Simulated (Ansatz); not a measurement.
# Li(110)/SiO2(001) interface (160 atoms): geometry optimisation, part 3 of 3

Aim: bring Li(110)/SiO2(001) interface (160 atoms) to a nearby minimum of the energy and see what moves.

Ansatz 0.2.0; Kohn-Sham DFT, RPBE, PAW (set soft_2), plane waves.

The cell: 40 Li, 40 Si and 80 O. The host structure and its lattice constant were typed by rule, without a check against the phase diagram. The Brillouin zone is sampled at Γ only, in a cell whose shortest periodic width is 12 Å.

So far. Step 3 (Relaxation): The relaxation changed the energy by -502 meV/atom, and atoms moved by 1.6 Å r.m.s., 3.3 Å at most.

## 5. Single point at the relaxed geometry

The electronic structure is read at the final geometry, in a run of its own.

input.yaml reads:

```yaml
crystal:
  lattice:
    - [15.0676, 0.0, 0.0]
    - [-2.31809, 11.59046, 0.0]
    - [0.0, 0.0, 20.76274]
  atoms:
    - { symbol: Li, position: [0.14334, 0.82788, 0.25342] }
    - { symbol: Li, position: [0.23421, 0.707, 0.38227] }
    - { symbol: Li, position: [0.33523, 0.7721, 0.26538] }
    - { symbol: Li, position: [0.39509, 0.63739, 0.39964] }
    - { symbol: Li, position: [0.515, 0.70517, 0.25771] }
    - { symbol: Li, position: [0.60002, 0.56022, 0.37718] }
    - { symbol: Li, position: [0.7111, 0.7, 0.28205] }
    - { symbol: Li, position: [0.82697, 0.62989, 0.36678] }
    - { symbol: Li, position: [0.92744, 0.77734, 0.24728] }
    - { symbol: Li, position: [0.03407, 0.67249, 0.36109] }
    - { symbol: Li, position: [0.93517, 0.52734, 0.24844] }
    - { symbol: Li, position: [0.03181, 0.41852, 0.36288] }
    - { symbol: Li, position: [0.15178, 0.58057, 0.25916] }
    - { symbol: Li, position: [0.23863, 0.46849, 0.38832] }
    - { symbol: Li, position: [0.34039, 0.52052, 0.26665] }
    - { symbol: Li, position: [0.44476, 0.39552, 0.39218] }
    - { symbol: Li, position: [0.52621, 0.45427, 0.24842] }
    - { symbol: Li, position: [0.6126, 0.32831, 0.37707] }
    - { symbol: Li, position: [0.71945, 0.4462, 0.25969] }
    - { symbol: Li, position: [0.82528, 0.36398, 0.3602] }
    - { symbol: Li, position: [0.14202, 0.32403, 0.28734] }
    - { symbol: Li, position: [0.23619, 0.21922, 0.38645] }
    - { symbol: Li, position: [0.33518, 0.27192, 0.26044] }
    - { symbol: Li, position: [0.39651, 0.13702, 0.39008] }
    - { symbol: Li, position: [0.51471, 0.20505, 0.26732] }
    - { symbol: Li, position: [0.61057, 0.0591, 0.37746] }
    - { symbol: Li, position: [0.70784, 0.19456, 0.25135] }
    - { symbol: Li, position: [0.81999, 0.11368, 0.35695] }
    - { symbol: Li, position: [0.92098, 0.27129, 0.24722] }
    - { symbol: Li, position: [0.02775, 0.17279, 0.36313] }
    - { symbol: Li, position: [0.93906, 0.02742, 0.24866] }
    - { symbol: Li, position: [0.03571, 0.92196, 0.36043] }
    [... 122 atom lines left out ...]
    - { symbol: Si, position: [0.12254, 0.06908, 0.76654] }
    - { symbol: Si, position: [0.92258, 0.01909, 0.76626] }
    - { symbol: O, position: [0.02269, 0.04417, 0.72758] }
    - { symbol: O, position: [0.82245, 0.99408, 0.72755] }
    - { symbol: O, position: [0.92255, 0.89407, 0.80531] }
    - { symbol: O, position: [0.92255, 0.14412, 0.80532] }
kpoints:
  mp_grid: { grid: [1, 1, 1] }
hamiltonian:
  xc: rpbe
scf:
  occupations: { method: gaussian, width: 0.025 }
output:
  forces: true
  populations: intrinsic
  dos:
    method: { smearing: { sigma: 0.08 } }
    de: 0.1
    projected:
      site_lists:
        Li: [0, 1, 2, 3, 4, 5, 6, 7, 8, 9, 10, 11, 12, 13, 14, 15, 16, 17, 18, 19, 20, 21, 22, 23, 24, 25, 26, 27, 28, 29, 30, 31, 32, 33, 34, 35, 36, 37, 38, 39]
        O: [O]
        Si: [Si]
  eigenvalues: true
  write_density: true
  write_potential: true
  volumetric_format: npy
```

Run with:

```
ansatz run input.yaml --threads 4 --pin off --max-ram 8192MiB --backend cpu --events-out ev --progress --plain --runs-dir out
```

Numbers of over 12 decimals in the logs are rounded to 6 here.

The log of the run:

```text
[...]
Crystal: 160 atoms, lattice volume = 3626.014 Å³
Basis set: ecut = 420 eV, 70837 PW (Γ), exchange–correlation on 216×160×288 points (8 copies of the dense FFT grid, shifted against one another)
Bands: 540, of which v1, the nominal top of the filled ones, is band 380 counted from 1 (379 counted from 0)
Symmetry: 1 space group operations
[...]
k-points: 1
[...]
SCF iter   1: F=—  HF=-79411.721627 eV  |F-HF|=—  |Δ(HF+E_count)|=         —  Δρ=3.44e-3  dr2=9.83e-1  ethr=1.77e-3  ⟨swp⟩=7.0  Hψ=2606  notcnv=0  defer=126
[...]
SCF iter  12: F=-79411.636077 eV  HF=-79411.636077 eV  |F-HF|=2.19e-8  |Δ(HF+E_count)|=   2.43e-7  Δρ=1.10e-6  dr2=8.21e-8  ethr=1.32e-11  ⟨swp⟩=30.0  Hψ=5640  notcnv=0
SCF 1 converged in 12 iterations: F = -79411.636077 eV  dr2 = 8.21e-8
[...]
WARN: The output density's exchange-correlation potential varies sharply where the density is thin. Do not read a vacuum level from v_tot or v_xc, or from such a field of the output density. On a cell that repeats whose density bears no net charge and no dipole along the vacuum's axis use v_es (v_loc + v_h of the components); [...]
SCF converged after 12 iterations
Free energy (F): -79411.636077 eV
[...]
Internal energy: -79411.636077 eV  (E = F + TS)
E sigma→0 (E₀):  -79411.636077 eV
Fermi energy:    2.212197 eV
[...]
--- Forces (eV/Å), atoms counted from 1 ---
  atom   1  Li    -0.00062296    -0.00134860    -0.00127881
  atom   2  Li     0.00513498     0.00059001    -0.00107132
  atom   3  Li    -0.00300536     0.00135414     0.00243888
  atom   4  Li     0.00091623     0.00685175    -0.00170305
  atom   5  Li     0.00370115     0.00140732     0.00175642
  atom   6  Li    -0.00080227     0.00116393     0.00426454
  atom   7  Li    -0.00478606    -0.00339139     0.00150793
  atom   8  Li    -0.00743245    -0.00354116    -0.00875704
  atom   9  Li    -0.00221569    -0.00016128     0.00163066
  atom  10  Li    -0.00221510    -0.00030433    -0.00173286
  atom  11  Li     0.00022087    -0.00110084     0.00228189
  atom  12  Li     0.00212541    -0.00394323     0.00376000
  atom  13  Li     0.00058470     0.00154416     0.00030804
  atom  14  Li     0.00140728     0.00902928     0.00168114
[...]
atom 159  O      0.00028928    -0.00174972    -0.00124828
  atom 160  O     -0.00034177    -0.00010088    -0.00023934
  max |Σ_I F_I| component: 3.74e-4 eV/Å
--- Band table (eV) ---
[...]
--- intrinsic populations: 160 sites ---
  site symbol       q [e]
     0     Li      3.0278
     1     Li      2.6242
     2     Li      2.9458
[...]
159      O      6.8707
  spilling = -0.000000 (of n_electrons = 760.000000)
```

The job ended after 97 s (4 threads of Arm Neoverse V2, shared host; peak memory 4.9 GiB; 6.3 min of CPU time).

The program notes that the exchange-correlation potential is rough where the density is thin.

Numbers from this run:

| Property | Result |
| --- | --- |
| free energy | -79411.6361 eV |
| free energy per atom | -496.3227 eV/atom |
| SCF cycles | 12 |
| r.m.s. force component | 0.00812 eV/Å |
| longest force | 0.05699 eV/Å |
| Fermi energy | 2.212 eV |
| gap (highest filled to lowest empty level) | 0.3162 eV |

Intrinsic-atomic-orbital charges by element and coordination:

| element | coordination | atoms | mean charge (e) | spread | least | most |
| --- | --- | --- | --- | --- | --- | --- |
| Li | all | 40 | 0.241 | 0.191 | -0.041 | 0.511 |
| Li | 0 | 18 | 0.0529 | 0.0564 | -0.041 | 0.141 |
| Li | 1 | 2 | 0.132 | 0.0064 | 0.125 | 0.138 |
| Li | 2 | 16 | 0.403 | 0.0618 | 0.287 | 0.500 |
| Li | 3 | 4 | 0.498 | 0.0136 | 0.476 | 0.511 |
| O | all | 80 | -0.904 | 0.0839 | -1.22 | -0.846 |
| O | 2 | 60 | -0.864 | 0.007 | -0.871 | -0.846 |
| O | 3 | 4 | -0.944 | 0.0031 | -0.948 | -0.940 |
| O | 4 | 14 | -1.02 | 0.0812 | -1.15 | -0.933 |
| O | 6 | 2 | -1.21 | 0.0091 | -1.22 | -1.20 |
| Si | all | 40 | 1.57 | 0.338 | 0.720 | 1.74 |
| Si | 3 | 6 | 0.779 | 0.0784 | 0.720 | 0.936 |
| Si | 4 | 34 | 1.70 | 0.0704 | 1.41 | 1.74 |

By region:

| region | atoms | mean length of the force (eV/Å) | net charge (e) |
| --- | --- | --- | --- |
| Li | 40 | 0.004 | 9.66 |
| SiO2 | 120 | 0.011 | -9.66 |

Density of states as counts of states in windows of 1 eV (from the Fermi level), total and the larger projections:

| from (eV) | to (eV) | total | O p | Si p | Li s | Si s |
| --- | --- | --- | --- | --- | --- | --- |
| -14 | -13 | 0.0 | 0.0 | 0.0 | 0.0 | 0.0 |
| -13 | -12 | 12.4 | 7.9 | 0.4 | 0.0 | 3.7 |
| -12 | -11 | 30.8 | 19.7 | 2.3 | 0.0 | 7.1 |
| -11 | -10 | 27.1 | 18.2 | 2.9 | 0.1 | 4.5 |
| -10 | -9 | 37.4 | 27.5 | 8.1 | 0.1 | 0.9 |
| -9 | -8 | 62.3 | 48.6 | 9.9 | 0.3 | 0.5 |
| -8 | -7 | 68.8 | 55.6 | 6.6 | 0.5 | 0.7 |
| -7 | -6 | 84.0 | 76.1 | 3.6 | 0.6 | 0.2 |
| -6 | -5 | 74.5 | 69.9 | 2.0 | 0.5 | 0.2 |
| -5 | -4 | 82.3 | 79.8 | 1.0 | 0.2 | 0.1 |
| -4 | -3 | 1.0 | 0.5 | 0.0 | 0.4 | 0.0 |
| -3 | -2 | 13.8 | 2.7 | 1.9 | 6.9 | 1.3 |
| -2 | -1 | 12.1 | 1.2 | 1.3 | 7.7 | 1.0 |
| -1 | 0 | 13.5 | 0.4 | 0.4 | 9.8 | 0.5 |
| 0 | 1 | 27.9 | 1.1 | 2.3 | 11.8 | 2.7 |
| 1 | 2 | 31.9 | 2.1 | 5.3 | 6.4 | 4.7 |
| 2 | 3 | 48.1 | 4.0 | 15.6 | 5.1 | 5.6 |
| 3 | 4 | 67.8 | 5.7 | 20.7 | 5.9 | 3.6 |
| 4 | 5 | 82.9 | 7.5 | 23.7 | 3.4 | 3.9 |

The curve was stored every 0.10 eV, coarse against its broadening of 0.08 eV, so these counts are rough.

Between -26 and -14 eV lie 160 more states.

The stored curve holds about 680 of the 760 electrons; the rest, give or take the few that broadening carries across the Fermi level, lie in deeper levels below its range.

The levels nearest the highest filled one (over half full), pooled over k-points and spins:

| level less the highest filled one (eV) | occupation |
| --- | --- |
| -0.606 | 2 |
| -0.493 | 2 |
| -0.451 | 2 |
| -0.0894 | 2 |
| -0.0736 | 2 |
| 0 | 2 |
| 0.316 | 0 |
| 0.384 | 0 |
| 0.390 | 0 |
| 0.525 | 0 |
| 0.551 | 0 |
| 0.608 | 0 |

Planar average of the electrostatic potential energy along the normal, with the Fermi level as zero, after a running mean with a triangular window 4 Å wide at its base:

| height (Å) | potential energy (eV) |
| --- | --- |
| 0.0 | 3.28 |
| 0.6 | 3.23 |
| 1.2 | 3.18 |
| 1.7 | 3.10 |
| 2.3 | 2.96 |
| 2.9 | 2.64 |
| 3.6 | 1.71 |
| 4.2 | 0.68 |
| 4.8 | -0.27 |
| 5.3 | -0.83 |
| 5.9 | -0.97 |
| 6.5 | -1.10 |
| 7.1 | -1.62 |
| 7.6 | -2.81 |
| 8.2 | -4.43 |
| 8.8 | -6.33 |
| 9.4 | -7.90 |
| 9.9 | -8.41 |
| 10.7 | -7.04 |
| 11.2 | -4.40 |
| 11.8 | -1.39 |
| 12.4 | 1.08 |
| 13.0 | 2.23 |
| 13.6 | 1.56 |
| 14.1 | -0.85 |
| 14.7 | -4.50 |
| 15.3 | -7.97 |
| 15.9 | -9.48 |
| 16.4 | -8.48 |
| 17.0 | -5.31 |
| 17.7 | -0.75 |
| 18.3 | 1.75 |
| 18.9 | 3.00 |
| 19.5 | 3.32 |
| 20.0 | 3.32 |
| 20.6 | 3.29 |

Valence density in the cb plane at fractional x = 0.533, with atoms of Li and Si and O within 0.2 Å of it. It is the smooth field of the valence electrons, not physical close to the nuclei.

Values in e/Å³, 13 rows by 16 columns, each cell a mean:
```
3.0 0.2 0.0 0.3 2.0 0.5 0.5 0.2 0.0 0.0 0.2 0.4 0.3 0.0 0.0 0.0
0.1 0.1 0.0 0.3 1.5 0.5 0.8 0.3 0.0 0.0 0.2 0.5 0.5 0.0 0.0 0.0
0.0 0.1 0.0 0.0 0.1 0.2 3.3 1.7 0.0 0.0 0.1 2.1 3.1 0.1 0.0 0.0
1.3 0.5 0.0 0.0 0.2 0.3 0.7 0.3 0.0 0.0 0.2 0.6 0.6 0.0 0.0 0.0
0.2 0.1 0.0 0.0 0.3 0.4 0.3 0.2 0.0 0.0 0.2 0.3 0.2 0.0 0.0 0.0
0.0 0.1 0.0 0.0 0.1 0.2 2.4 1.6 0.0 0.0 0.1 1.8 2.7 0.1 0.0 0.0
1.6 0.2 0.0 0.1 0.6 0.3 1.4 0.9 0.0 0.0 0.1 1.0 1.2 0.0 0.0 0.0
1.4 0.1 0.0 0.3 2.4 0.7 0.3 0.1 0.0 0.0 0.2 0.2 0.2 0.0 0.0 0.0
0.0 0.1 0.0 0.1 0.3 0.3 2.0 1.0 0.0 0.0 0.1 1.4 1.8 0.1 0.0 0.0
0.2 0.3 0.0 0.0 0.0 0.2 2.2 1.1 0.0 0.0 0.1 1.5 2.1 0.1 0.0 0.0
0.6 0.9 0.0 0.0 0.1 0.2 0.3 0.1 0.0 0.0 0.2 0.2 0.2 0.0 0.0 0.0
0.0 0.1 0.0 0.0 0.1 0.2 1.2 0.4 0.0 0.0 0.1 0.9 1.0 0.0 0.0 0.0
0.2 0.1 0.0 0.1 0.1 0.3 3.5 1.4 0.0 0.0 0.1 1.9 2.8 0.1 0.0 0.0
```
Columns run along c (16.0 Å, from fractional 0.23 to 1.00 of the cell), rows up along b (11.8 Å). Atoms in or near the plane, at fractional coordinates: Li at (0.25, 0.45), Li at (0.25, 0.96), Si at (0.51, 0.92), O at (0.55, 0.80), O at (0.55, 0.04), Si at (0.77, 0.92), O at (0.81, 0.79), O at (0.81, 0.04), Si at (0.52, 0.67), Si at (0.77, 0.67), Si at (0.51, 0.42), Si at (0.77, 0.42), O at (0.81, 0.29), O at (0.81, 0.54) and more.

Electrostatic potential energy in the cb plane at fractional x = 0.533, with atoms of Li and Si and O within 0.2 Å of it. With pseudopotentials it is smooth inside the atoms' cores, unlike the true potential.

Ten even steps from '0' (-51 eV) to '9' (6 eV), each cell a mean:
```
99999999863368999999877853357999999998742357
99999999874478999999623520027899999998610027
99999999998899999999755730037999999998720147
99999999999999999999999876644699999999876645
99999999999999999999999998710389999999998511
99999999998778999999999988743599999999887622
99999999986457999999999874236899999998742357
99999999986568999999998850003799999998610027
99999999998889999999999862015899999998730147
99999999999999999999999987655799999999876645
99999999999999999999999998830279999999998511
99999999987789999999999988742489999999887622
99999999874368999999977863247899999998742357
99999999974468999999733530005899999998610027
99999999998889999999865751026899999998720147
99999999999999999999999986655799999999876645
99999999999999999999999998720389999999998511
99999999998778999999999988742599999999887622
99999999997446899999999863247899999998742357
99999999998557899999999730005899999998610027
99999999999889999999999841026899999998720147
99999999999999999999999876655899999999876645
99999999999999999999999998610499999999998511
99999999987789999999999988622599999999887622
```
Columns run along c (16.0 Å, from fractional 0.06 to 0.83 of the cell; values clipped at the 3rd and 97th percentile), rows up along b (11.8 Å). Atoms in or near the plane, at fractional coordinates: Li at (0.25, 0.45), Li at (0.25, 0.96), Si at (0.51, 0.92), O at (0.55, 0.80), O at (0.55, 0.04), Si at (0.77, 0.92), O at (0.81, 0.79), O at (0.81, 0.04), Si at (0.52, 0.67), Si at (0.77, 0.67), Si at (0.51, 0.42), Si at (0.77, 0.42), O at (0.81, 0.29), O at (0.81, 0.54) and more.

Mean intrinsic-atomic-orbital charges: Li +0.24, O -0.90, Si +1.57 e. By these charges the region 'Li' has given 9.7 e to 'SiO2'; where the regions aren't neutral units, this includes their ionic charge. Within 0.4 eV of the Fermi level the largest share is Li s (74 % of the projected weight). The potential slopes across the vacuum by 0.075 eV/Å: the slab bears a dipole, and with periodic images along the normal there is no flat vacuum level to read.

A closer look about Si83, picked at random: 17 atoms, nearest first, numbered in the order of the input, with positions taken from that point.

| atom | x | y | z | distance (Å) | bonds | intrinsic-atomic-orbital charge (e) |
| --- | --- | --- | --- | --- | --- | --- |
| Si83 | 0.00 | 0.00 | 0.00 | 0.00 | 4 | 1.73 |
| O50 | 1.45 | 0.29 | -0.81 | 1.68 | 2 | -0.87 |
| O75 | -0.29 | 1.45 | 0.81 | 1.68 | 2 | -0.87 |
| O100 | 0.29 | -1.45 | 0.81 | 1.68 | 2 | -0.87 |
| O85 | -1.45 | -0.29 | -0.81 | 1.69 | 2 | -0.87 |
| Si72 | -0.58 | 2.90 | 0.00 | 2.96 | 4 | 1.74 |
| Si96 | 0.58 | -2.90 | 0.00 | 2.96 | 4 | 1.74 |
| Si48 | 2.90 | 0.58 | -0.01 | 2.96 | 4 | 1.74 |
| Si84 | -2.90 | -0.58 | 0.00 | 2.96 | 4 | 1.74 |
| O52 | 2.61 | 2.03 | 0.80 | 3.40 | 2 | -0.87 |
| O51 | 3.19 | -0.87 | 0.80 | 3.40 | 2 | -0.87 |
| O88 | -3.19 | 0.87 | 0.81 | 3.40 | 2 | -0.87 |
| O87 | -2.61 | -2.03 | 0.81 | 3.40 | 2 | -0.87 |
| O73 | 0.87 | 3.19 | -0.81 | 3.40 | 2 | -0.87 |
| O97 | 2.03 | -2.61 | -0.81 | 3.40 | 2 | -0.87 |
| O74 | -2.03 | 2.61 | -0.81 | 3.40 | 2 | -0.87 |
| O98 | -0.87 | -3.19 | -0.81 | 3.40 | 2 | -0.87 |

The column of bonds counts only the pairs O-Li within 2.58 Å, O-Si within 2.12 Å; other neighbours, such as metal atoms beside each other in a compound, aren't counted, and periodic images can show an atom twice.

## 6. Outcome

| Property | Result |
| --- | --- |
| energy change in the relaxation | -501.7 meV/atom |
| r.m.s. displacement | 1.628 Å |
| largest displacement | 3.278 Å |
| free energy per atom | -496.3227 eV/atom |
| r.m.s. force component | 0.00812 eV/Å |
| gap (highest filled to lowest empty level) | 0.3162 eV |
| wall time of the 3 DFT runs | 37 min |

**Reading.** Relaxation lowers the energy by 502 meV/atom and moves atoms by 1.6 Å r.m.s.; the r.m.s. force component goes from 1.6 to 0.0081 eV/Å. By the final cutoffs 46 of 208 bonded pairs parted and 38 joined. So large a gain means that the built structure is unstable at this level: the end is another structure, not the start's nearby minimum. First to last step the energy falls by 80.268 eV; the largest move, 3.28 Å, is that of O43. The O-Li bonds change most in mean length: from 2.381 Å (spread 0.058) to 2.083 Å (spread 0.111), and their number from 8 to 46. With the cutoffs above, 45 % of Li atoms have 0, 75 % of O atoms have 2 and 85 % of Si atoms have 4 bonded neighbours. 92 % of the oxygens bridge two formers (Si) and 8 % are non-bridging. Between filled and empty levels lie 0.316 eV at Γ alone; the mesh holds the band edges only if they fold onto it, so the gap at this level can be narrower or closed, and states at the surface or the caps may set it.

**Limits.** The slab bears a dipole and has periodic images along its normal, so a spurious field crosses the vacuum.

[Logs are printed without paths, hosts, clocks, repeated set-up lines and the standing remarks that a program may print on its own settings, such as how far it seeks lower states.]

[Hosts, paths, dates, database ids (printed as entryN), source tags and the programs' standing remarks are cut or masked in the printed files.]
